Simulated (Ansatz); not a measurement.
# Changed inputs in constrained RPA: Sr2MoO4 (I4/mmm)

Wanted: the sensitivity and cost of U and J for Sr2MoO4 (I4/mmm).

Method: constrained RPA on LDA, plane waves, PAW, in Ansatz 0.2.0.

## (1) The structure

Symmetry: I4/mmm, No. 139, tetragonal system. The conventional cell has a = 3.917 Å, b = 3.917 Å, c = 12.859 Å, α = 90.00°, β = 90.00°, γ = 90.00°. Sr has 9 O at 2.45 to 2.78 Å nearest. Nearest to Mo lie 6 O at 1.96 to 2.09 Å. Nearest to O lie 2 Mo at 1.96 Å and 4 Sr at 2.73 Å. Nearest to O lie 1 Mo at 2.09 Å and 5 Sr at 2.45 to 2.78 Å. Farther neighbours and most contacts between anions are not listed.

Coordinates:

```cif
data_structure
_symmetry_space_group_name_H-M 'P 1'
_symmetry_Int_Tables_number 1
_cell_length_a 7.0007
_cell_length_b 7.0007
_cell_length_c 7.0007
_cell_angle_alpha 147.509
_cell_angle_beta 147.509
_cell_angle_gamma 46.611
_cell_volume 98.65
loop_
_atom_site_label
_atom_site_type_symbol
_atom_site_fract_x
_atom_site_fract_y
_atom_site_fract_z
_atom_site_occupancy
Sr1 Sr 0.35244 0.35244 0.00000 1
Sr2 Sr 0.64756 0.64756 0.00000 1
Mo3 Mo 0.00000 0.00000 0.00000 1
O4 O 0.00000 0.50000 0.50000 1
O5 O 0.50000 0.00000 0.50000 1
O6 O 0.16226 0.16226 0.00000 1
O7 O 0.83774 0.83774 0.00000 1
```

 The runs that relaxed it are not among those shown. The program's search for lower electronic states was switched off, so nothing shows that the state found is the lowest. The default PAW set here is soft_2. Its files were made with PBE.

## (2) Base: Mo t2g, bands v1 to c2, 6×6×6 mesh, medium accuracy

Constrained RPA screens the interaction with every transition except those inside the target bands, which a later many-body model would treat itself.

Contents of input.yaml:

```yaml
crystal:
  lattice:
    - [1.9585, -1.9585, 6.4295]
    - [-1.9585, 1.9585, 6.4295]
    - [-1.9585, -1.9585, -6.4295]
  atoms:
    - { symbol: Sr, position: [0.3524437529, 0.3524437529, 0.0] }
    - { symbol: Sr, position: [0.6475562471, 0.6475562471, 0.0] }
    - { symbol: Mo, position: [0.0, 0.0, 0.0] }
    - { symbol: O, position: [0.0, 0.5, 0.5] }
    - { symbol: O, position: [0.5, 0.0, 0.5] }
    - { symbol: O, position: [0.1622553395, 0.1622553395, 0.0] }
    - { symbol: O, position: [0.8377446605, 0.8377446605, 0.0] }
kpoints:
  mp_grid: { grid: [12, 12, 12] }
hamiltonian:
  xc: lda
scf:
  occupations: { method: gaussian, width: 0.08 }
  n_extra_bands: 19
  max_iter: 150
  lower_state_search: "off"
output:
  crpa:
    kmesh: [6, 6, 6]
    target_bands: [v1, c2]
    projections: [{ species: Mo, l: d, shell: 4, orbitals: [dxz, dyz, dxy] }]
  local_orbitals:
    kmesh: [6, 6, 6]
    orbitals: [{ species: Mo, l: d, shell: 4, orbitals: [dxz, dyz, dxy] }]
    window: { bands: [v1, c2] }
    seedname: lo
```

Command:

```sh
$ ansatz run input.yaml --threads 8 --pin off --max-ram 18432MiB --backend cpu --events-out ev --progress --plain --runs-dir out
```

Numbers of over 12 decimals in the logs are rounded to 6 here.

The log of the run:

```text
scf.n_extra_bands = 19 over 29 filled bands (N_el = 58.0): the run solves 48 bands
Engine: ansatz 0.2.0, aarch64-unknown-linux-gnu
Pseudopotentials: kind: paw
Pseudopotential: Sr, paw, valence charge 10, recommended cutoff 420 eV (normal), Sr.paw.azcp
Pseudopotential: Mo, paw, valence charge 14, recommended cutoff 420 eV (normal), Mo.paw.azcp
Pseudopotential: O, paw, valence charge 6, recommended cutoff 420 eV (normal), O.paw.azcp
Functional definition: SPW92
  exchange = slater_x
  correlation = pw_c
Crystal: 7 atoms, lattice volume = 98.647 Å³
Basis set: ecut = 420 eV, 1929 PW (Γ)
Bands: 48, of which v1, the nominal top of the filled ones, is band 29 counted from 1 (28 counted from 0)
Symmetry: 16 space group operations
Space group: I4/mmm (ITA 139), of the structure as read, at distance tolerance 4.6e-5 Å
k-points: 163 of 1728
Non-local potential: Sr, projectors of the file, l = 0: 3, l = 1: 2, l = 2: 2
Non-local potential: Mo, projectors of the file, l = 0: 3, l = 1: 2, l = 2: 2, l = 3: 1
Non-local potential: O, projectors of the file, l = 0: 2, l = 1: 2, l = 2: 1
PAW form: soft (Blöchl's): semilocal exchange-correlation on the pseudo side does not see the compensation charge
PAW frozen core: Sr, regenerated for the run's functional, and the local potential with it (the file was generated under x = pbe(κ = 0.804, μ = 0.219515), c = pbe(β = 0.066725))
PAW frozen core: Mo, regenerated for the run's functional, and the local potential with it (the file was generated under x = pbe(κ = 0.804, μ = 0.219515), c = pbe(β = 0.066725))
PAW frozen core: O, regenerated for the run's functional, and the local potential with it (the file was generated under x = pbe(κ = 0.804, μ = 0.219515), c = pbe(β = 0.066725))
PAW one-centre angular grid: Sr, 110 points (default); XC on 64 Gauss nodes
PAW one-centre angular grid: Mo, 590 points (default); XC on 64 Gauss nodes
PAW one-centre angular grid: O, 110 points (default); XC on 64 Gauss nodes
Initial density: superposition of atomic densities (neutral atoms: chi_scale 0, normalization atom), corrected by the library's trained network
Initial wavefunctions: pseudopotential atomic-orbital guess
Functional: x = slater, c = lda
SCF iter   1: F=—  HF=-13960.947143 eV  |F-HF|=—  |Δ(HF+E_count)|=         —  Δρ=1.54e-2  dr2=1.97e-1  ethr=1.77e-3  ⟨swp⟩=6.7  Hψ=38111  notcnv=0  defer=1152
preconditioner: auto → LDOS  [metal: Δε(μ)=0.007 eV  Ē_g=16.158 eV  σ=0.080 eV  W_gap=0.05  n_scr=32 (ndim 8)  ℏωp=25.4 eV  f_vac=0.013  D(μ)=3.03/eV (n_scr^D=24)  β→1.0]
SCF iter   2: F=—  HF=-13960.922520 eV  |F-HF|=—  |Δ(HF+E_count)|=   2.46e-2  Δρ=1.14e-2  dr2=8.41e-2  ethr=3.39e-4  ⟨swp⟩=2.1  Hψ=13866  notcnv=0  defer=2096
[...]
SCF iter   8: F=-13960.900061 eV  HF=-13960.900061 eV  |F-HF|=4.46e-9  |Δ(HF+E_count)|=   5.45e-8  Δρ=2.21e-6  dr2=6.41e-9  ethr=1.72e-10  ⟨swp⟩=9.9  Hψ=33762  notcnv=0
SCF 1 converged in 8 iterations: F = -13960.900061 eV  dr2 = 6.41e-9
[...]
NSCF: frozen V_eff on 34 k-points
NSCF: frozen V_eff on 30 k-points
[...]
cRPA screening: q 1/216
cRPA screening: q 2/216
cRPA screening: q 6/216 (q-point 3)
cRPA screening: q 10/216 (q-point 4)
cRPA screening: q 12/216 (q-point 7)
cRPA screening: q 20/216 (q-point 8)
cRPA screening: q 36/216 (q-point 9)
cRPA screening: q 52/216 (q-point 13)
cRPA screening: q 60/216 (q-point 14)
cRPA screening: q 76/216 (q-point 15)
[...]
cRPA screening: q 200/216 (q-point 94)
cRPA screening: q 208/216 (q-point 99)
cRPA screening: q 212/216 (q-point 100)
cRPA screening: q 216/216 (q-point 130)
SCF converged after 8 iterations
Free energy (F): -13960.900061 eV
Harris-Foulkes:  -13960.900061 eV  (|F-HF|=4.46e-9)
Internal energy: -13960.890827 eV  (E = F + TS)
E sigma→0 (E₀):  -13960.895444 eV
Entropy (-TS):   -0.009233 eV (-1.319 meV/atom)
Fermi energy:    11.845781 eV
--- Per-component energies (eV) ---
  E_band       = -276.750480
  E_kinetic    = 1629.821237
  E_local      = -4057.537628  (includes V_loc(G=0)·N_el)
  E_nonlocal   = 757.687167
  E_hartree    = 1350.215514
  E_xc         = -817.463494
  E_vxc        = -927.689681  (∫ρ·V_xc dr)
  E_paw        = -8870.704391  (= ΣΔE_a)
  E_vpaw       = -379.469645  (= ΣTr[D̂ρ^β])
  E_aug_tail   = 0.009943  (compensation charges beyond the density's cutoff)
  E_ewald      = -3954.367947
  E_core_change = 1.448773  (= ΣΔE_core)
  E_smearing   = -0.009233  (= −TS)
  E_closure    = 0.000000  (closes the sum)
  Σ components = -13960.900061   (vs F -13960.900061, Δ=0.00e0)
--- Band table (eV; the first three rows and the last of 163) ---
  k-point 0: bands = [... 25 lower, 8.7163, 8.7523, 8.7523, 10.0150, 11.1921, 11.1921, 13.2781, 14.0600, ... 15 higher]
  k-point 1: bands = [... 25 lower, 8.4994, 8.6942, 8.7197, 10.4486, 11.2283, 11.3136, 13.5859, 14.3103, ... 15 higher]
  k-point 2: bands = [... 25 lower, 8.1915, 8.5961, 8.6977, 11.3060, 11.4514, 11.6711, 14.2142, 14.8424, ... 15 higher]
  k-point 162: bands = [... 25 lower, 8.0091, 8.5510, 8.5510, 10.0200, 11.6516, 11.6516, 13.2981, 14.0713, ... 15 higher]
--- cRPA (band scheme, projected local orbitals): target bands 29..31 (1-based), 3 Wannier function(s), 6×6×6 mesh, 62 bands' worth read of 67 solved, ecut_chi 136.0 eV, v(q+G=0) probe_charge, pair densities all_electron ---
  χ-basis size per q: N_G = 347..377
  window electrons = 2.0000, filled by tetrahedron_uncorrected; constrained ε̄⁻¹(q = 0, 0) head = 0.215008; min gauge Gram eig = 0.5727
  Kanamori averages over each shell's own Wannier functions (sites counted from 0, functions from 1):
    Site 2, 4D, 3 of 5 d orbitals (Wannier functions 1, 2, 3; wannier90's mr 2, 3, 5):
      screened: U = 2.7506 eV, U' = 2.1876 eV, J = 0.2647 eV
      screened, to within: U = 3.8e-3 eV, U' = 3.8e-3 eV, J = 4.2e-4 eV
      bare: V = 10.9796 eV, V' = 10.1254 eV, J = 0.3731 eV
  Hermiticity witness max|P − P†| over intra, direct and exchange elements: 4.44e-15 eV (screened), 2.93e-23 eV (bare)
  Reality witness max|Im| over intra, direct and exchange elements: 6.10e-19 eV (screened), 2.94e-18 eV (bare)
```

It took 9.8 min on 8 threads of Arm Neoverse V2, shared host; peak memory 1.5 GiB.

In the SCF lines HF is the Harris–Foulkes energy and dr2 the Hartree energy of the density residual, in eV; the loop may stop once dr2 is under the threshold and the program's other checks hold. Hψ counts applications of the Hamiltonian.

Numbers from this step:

| Property | Result |
| --- | --- |
| U | 2.751 eV |
| U prime (inter-orbital) | 2.188 eV |
| J | 0.2647 eV |
| bare V | 10.98 eV |
| bare J | 0.3731 eV |
| stated bound on U | 0.003715 eV |
| U over bare V | 0.2505 |
| electrons in the window | 2 |
| head of the constrained inverse dielectric matrix | 0.2150 |
| least eigenvalue of the projection's overlap | 0.5727 |
| target functions | 3 |
| bands in the sums | 62 |
| r.m.s. miss of the model bands | 0.002212 eV |
| width of the target bands | 3.796 eV |
| weight of the projected orbitals in the window | 0.6800 |

On the Mo t2g shell, screening brings the on-site interaction from 11.0 eV down to U = 2.75 eV.

## (3) Changed: 4×4×4 mesh

input.yaml: that of step 2 with these lines changed.

```diff
@@ -24,9 +24,4 @@
   crpa:
-    kmesh: [6, 6, 6]
+    kmesh: [4, 4, 4]
     target_bands: [v1, c2]
     projections: [{ species: Mo, l: d, shell: 4, orbitals: [dxz, dyz, dxy] }]
-  local_orbitals:
-    kmesh: [6, 6, 6]
-    orbitals: [{ species: Mo, l: d, shell: 4, orbitals: [dxz, dyz, dxy] }]
-    window: { bands: [v1, c2] }
-    seedname: lo
```

The log of the run:

```text
[...]
Crystal: 7 atoms, lattice volume = 98.647 Å³
Basis set: ecut = 420 eV, 1929 PW (Γ)
Bands: 48, of which v1, the nominal top of the filled ones, is band 29 counted from 1 (28 counted from 0)
[... 1 set-up line as in the run before ...]
[...]
k-points: 163 of 1728
[...]
SCF iter   1: F=—  HF=-13960.947143 eV  |F-HF|=—  |Δ(HF+E_count)|=         —  Δρ=1.54e-2  dr2=1.97e-1  ethr=1.77e-3  ⟨swp⟩=6.7  Hψ=38111  notcnv=0  defer=1152
[...]
SCF iter   8: F=-13960.900061 eV  HF=-13960.900061 eV  |F-HF|=4.46e-9  |Δ(HF+E_count)|=   5.45e-8  Δρ=2.21e-6  dr2=6.41e-9  ethr=1.72e-10  ⟨swp⟩=9.9  Hψ=33762  notcnv=0
SCF 1 converged in 8 iterations: F = -13960.900061 eV  dr2 = 6.41e-9
[...]
NSCF: frozen V_eff on 13 k-points
[...]
cRPA screening: q 1/64
cRPA screening: q 2/64
cRPA screening: q 6/64 (q-point 3)
cRPA screening: q 8/64 (q-point 5)
cRPA screening: q 16/64 (q-point 6)
[...]
Fermi energy:    11.845781 eV
[...]
--- Band table (eV; the first three rows and the last of 163) ---
  k-point 0: bands = [... 25 lower, 8.7163, 8.7523, 8.7523, 10.0150, 11.1921, 11.1921, 13.2781, 14.0600, ... 15 higher]
  k-point 1: bands = [... 25 lower, 8.4994, 8.6942, 8.7197, 10.4486, 11.2283, 11.3136, 13.5859, 14.3103, ... 15 higher]
  k-point 2: bands = [... 25 lower, 8.1915, 8.5961, 8.6977, 11.3060, 11.4514, 11.6711, 14.2142, 14.8424, ... 15 higher]
  k-point 162: bands = [... 25 lower, 8.0091, 8.5510, 8.5510, 10.0200, 11.6516, 11.6516, 13.2981, 14.0713, ... 15 higher]
[...]
bands read: the sum over 62 bands ends inside a degenerate multiplet in 2 slots, whose members it reads at an even weight; the widest, k=21: bands 62 to 63 (counted from 1) at 1/2 each
  χ-basis size per q: N_G = 348..377
[...]
Site 2, 4D, 3 of 5 d orbitals (Wannier functions 1, 2, 3; wannier90's mr 2, 3, 5):
      screened: U = 2.7506 eV, U' = 2.1856 eV, J = 0.2652 eV
      screened, to within: U = 3.8e-3 eV, U' = 3.8e-3 eV, J = 4.2e-4 eV
      bare: V = 11.0230 eV, V' = 10.1655 eV, J = 0.3741 eV
[...]
[key lines of the parts left out:]
SCF converged after 8 iterations
Free energy (F): -13960.900061 eV
```

Elapsed: 79 s, on 8 threads; peak memory 1.1 GiB.

This step gave:

| Item | Value |
| --- | --- |
| U | 2.751 eV |
| U prime (inter-orbital) | 2.186 eV |
| J | 0.2652 eV |
| bare V | 11.02 eV |
| bare J | 0.3741 eV |
| stated bound on U | 0.003798 eV |
| U over bare V | 0.2495 |
| electrons in the window | 2.000 |
| head of the constrained inverse dielectric matrix | 0.2074 |
| least eigenvalue of the projection's overlap | 0.5727 |
| target functions | 3 |
| bands in the sums | 62 |
| width of the target bands | 3.796 eV |
| weight of the projected orbitals in the window | 0.6800 |

On the Mo t2g shell, screening brings the on-site interaction from 11.0 eV down to U = 2.75 eV.

## (4) Changed: sums without a band count

input.yaml: that of step 3 with these lines changed.

```diff
@@ -24,4 +24,5 @@
   crpa:
-    kmesh: [4, 4, 4]
+    kmesh: [6, 6, 6]
     target_bands: [v1, c2]
     projections: [{ species: Mo, l: d, shell: 4, orbitals: [dxz, dyz, dxy] }]
+    accuracy: sum_over_states
```

The log of the run:

```text
Error: 2 input errors — fix all and re-run
  1. invalid value for `output.crpa.n_empty_bands`: is left out, and the sums over bands alone (accuracy: sum_over_states under output.crpa) have no default for it, since their result follows it; type one, or take accuracy: low, medium or high under output.crpa
  2. invalid value for `output.crpa.ecut_chi`: is left out, and the sums over bands alone (accuracy: sum_over_states under output.crpa) have no default for it, since their result follows it; type one, or take accuracy: low, medium or high under output.crpa
```

Wall time 0.11 s (8 threads); peak memory 0.084 GiB.

The input was rejected at the start.

The program's message: “Error: 2 input errors — fix all and re-run”

The fault put into this input: sums without a band count.

## (5) Changed: volume -3 %

The cell differs from the one that the last finished run ended in (a 7.001 → 6.930 Å, b 7.001 → 6.930 Å, c 7.001 → 6.930 Å).

input.yaml: that of step 4 with these lines changed.

```diff
@@ -2,5 +2,5 @@
   lattice:
-    - [1.9585, -1.9585, 6.4295]
-    - [-1.9585, 1.9585, 6.4295]
-    - [-1.9585, -1.9585, -6.4295]
+    - [1.9387158191, -1.9387158191, 6.364551115]
+    - [-1.9387158191, 1.9387158191, 6.364551115]
+    - [-1.9387158191, -1.9387158191, -6.364551115]
   atoms:
@@ -27,2 +27,6 @@
     projections: [{ species: Mo, l: d, shell: 4, orbitals: [dxz, dyz, dxy] }]
-    accuracy: sum_over_states
+  local_orbitals:
+    kmesh: [6, 6, 6]
+    orbitals: [{ species: Mo, l: d, shell: 4, orbitals: [dxz, dyz, dxy] }]
+    window: { bands: [v1, c2] }
+    seedname: lo
```

The log of the run:

```text
[...]
Crystal: 7 atoms, lattice volume = 95.688 Å³
Basis set: ecut = 420 eV, 1921 PW (Γ)
Bands: 48, of which v1, the nominal top of the filled ones, is band 29 counted from 1 (28 counted from 0)
[... 1 set-up line as in the run before ...]
[...]
k-points: 163 of 1728
[...]
k-point 162: bands = [... 25 lower, 8.4163, 8.9442, 8.9442, 10.4458, 12.1477, 12.1477, 13.7060, 14.7560, ... 15 higher]
[...]
χ-basis size per q: N_G = 338..361
[...]
Site 2, 4D, 3 of 5 d orbitals (Wannier functions 1, 2, 3; wannier90's mr 2, 3, 5):
      screened: U = 2.7422 eV, U' = 2.1858 eV, J = 0.2621 eV
      screened, to within: U = 3.7e-3 eV, U' = 3.7e-3 eV, J = 4.2e-4 eV
      bare: V = 10.9120 eV, V' = 10.0659 eV, J = 0.3691 eV
[...]
[key lines of the parts left out:]
SCF converged after 8 iterations
Free energy (F): -13961.001556 eV
Fermi energy:    12.349994 eV
```

The job ended after 8.9 min (8 threads; peak memory 1.5 GiB; 68 min of CPU time).

Numbers from this step:

* U: 2.742 eV
* U prime (inter-orbital): 2.186 eV
* J: 0.2621 eV
* bare V: 10.91 eV
* bare J: 0.3691 eV
* stated bound on U: 0.003608 eV
* U over bare V: 0.2513
* electrons in the window: 2.000
* head of the constrained inverse dielectric matrix: 0.2145
* least eigenvalue of the projection's overlap: 0.5623
* target functions: 3
* bands in the sums: 62
* r.m.s. miss of the model bands: 0.002482 eV
* width of the target bands: 3.978 eV
* weight of the projected orbitals in the window: 0.6752

On the Mo t2g shell, screening brings the on-site interaction from 10.9 eV down to U = 2.74 eV.

## (6) Changed: volume +6 %

The cell differs from the one that the last finished run ended in (a 6.930 → 7.138 Å, b 6.930 → 7.138 Å, c 6.930 → 7.138 Å).

input.yaml: that of step 5 with these lines changed.

```diff
@@ -2,5 +2,5 @@
   lattice:
-    - [1.9387158191, -1.9387158191, 6.364551115]
-    - [-1.9387158191, 1.9387158191, 6.364551115]
-    - [-1.9387158191, -1.9387158191, -6.364551115]
+    - [1.9969117127, -1.9969117127, 6.5556006418]
+    - [-1.9969117127, 1.9969117127, 6.5556006418]
+    - [-1.9969117127, -1.9969117127, -6.5556006418]
   atoms:
```

The log of the run:

```text
[...]
Crystal: 7 atoms, lattice volume = 104.566 Å³
Basis set: ecut = 420 eV, 2041 PW (Γ)
Bands: 48, of which v1, the nominal top of the filled ones, is band 29 counted from 1 (28 counted from 0)
[... 1 set-up line as in the run before ...]
[...]
k-points: 163 of 1728
[...]
k-point 162: bands = [... 25 lower, 7.2703, 7.8362, 7.8362, 9.2315, 10.7377, 10.7377, 12.5430, 12.8213, ... 15 higher]
[...]
χ-basis size per q: N_G = 365..388
[...]
Site 2, 4D, 3 of 5 d orbitals (Wannier functions 1, 2, 3; wannier90's mr 2, 3, 5):
      screened: U = 2.7504 eV, U' = 2.1767 eV, J = 0.2686 eV
      screened, to within: U = 4.0e-3 eV, U' = 4.0e-3 eV, J = 4.3e-4 eV
      bare: V = 11.0878 eV, V' = 10.2201 eV, J = 0.3796 eV
[...]
[key lines of the parts left out:]
SCF converged after 8 iterations
Free energy (F): -13960.479855 eV
Fermi energy:    10.915132 eV
```

Elapsed: 14 min, on 8 threads; peak memory 1.6 GiB; 1.8 h of CPU time.

This step gave:

```yaml
u: 2.750 eV
u_prime_inter_orbital: 2.177 eV
j: 0.2686 eV
bare_v: 11.09 eV
bare_j: 0.3796 eV
stated_bound_on_u: 0.003910 eV
u_over_bare_v: 0.2481
electrons_in_the_window: 2.000
head_of_the_constrained_inverse_dielectric_matrix: 0.2150
least_eigenvalue_of_the_projection_s_overlap: 0.5904
target_functions: 3
bands_in_the_sums: 62
r_m_s_miss_of_the_model_bands: 0.001861 eV
width_of_the_target_bands: 3.469 eV
weight_of_the_projected_orbitals_in_the_window: 0.6878
```

On the Mo t2g shell, screening brings the on-site interaction from 11.1 eV down to U = 2.75 eV.

## (7) Side by side

Times are wall times on 8 threads of Arm Neoverse V2, shared host, good to a factor of about two.

| run | bare V (eV) | U (eV) | J (eV) | bound on U (eV) | width (eV) | time |
| --- | --- | --- | --- | --- | --- | --- |
| target window | 10.98 | 2.751 | 0.265 | 0.0037 | 3.80 | 9.8 min |
| 4×4×4 mesh | 11.02 | 2.751 | 0.265 | 0.0038 | 3.80 | 79 s |
| volume -3 % | 10.91 | 2.742 | 0.262 | 0.0036 | 3.98 | 8.9 min |
| volume +6 % | 11.09 | 2.750 | 0.269 | 0.0039 | 3.47 | 14 min |

## (8) Results

```yaml
target_window: U 2.75 eV, J 0.26 eV
4x4x4_mesh: U 2.75 eV, J 0.27 eV
volume_minus_3: U 2.74 eV, J 0.26 eV
volume_plus_6: U 2.75 eV, J 0.27 eV
```

**Reading.** 4×4×4 mesh moves U by +0.00 eV (within the solver's bounds, for the mean over orbitals) at 0.13 times the time. Volume -3 % moves U by −0.01 eV. Volume +6 % moves U by −0.0002 eV (within the solver's bounds, for the mean over orbitals). The printed bound covers the solver alone, not the mesh, and no denser mesh than the base was run. The parent state is non-magnetic and the interaction static (zero frequency); U depends on the window and the orbitals, so it belongs to this model alone.

[Paths, hosts, dates, memory and timing lines, banners, echoed tables and standing remarks are left out of the program output.]

[Logs are printed without paths, hosts, clocks, repeated set-up lines and the standing remarks that a program may print on its own settings, such as how far it seeks lower states.]

[Runs of the session that timed out or met a known fault of the program may be left out.]

[Hosts, paths, dates, database ids (printed as entryN), source tags and the programs' standing remarks are cut or masked in the printed files.]
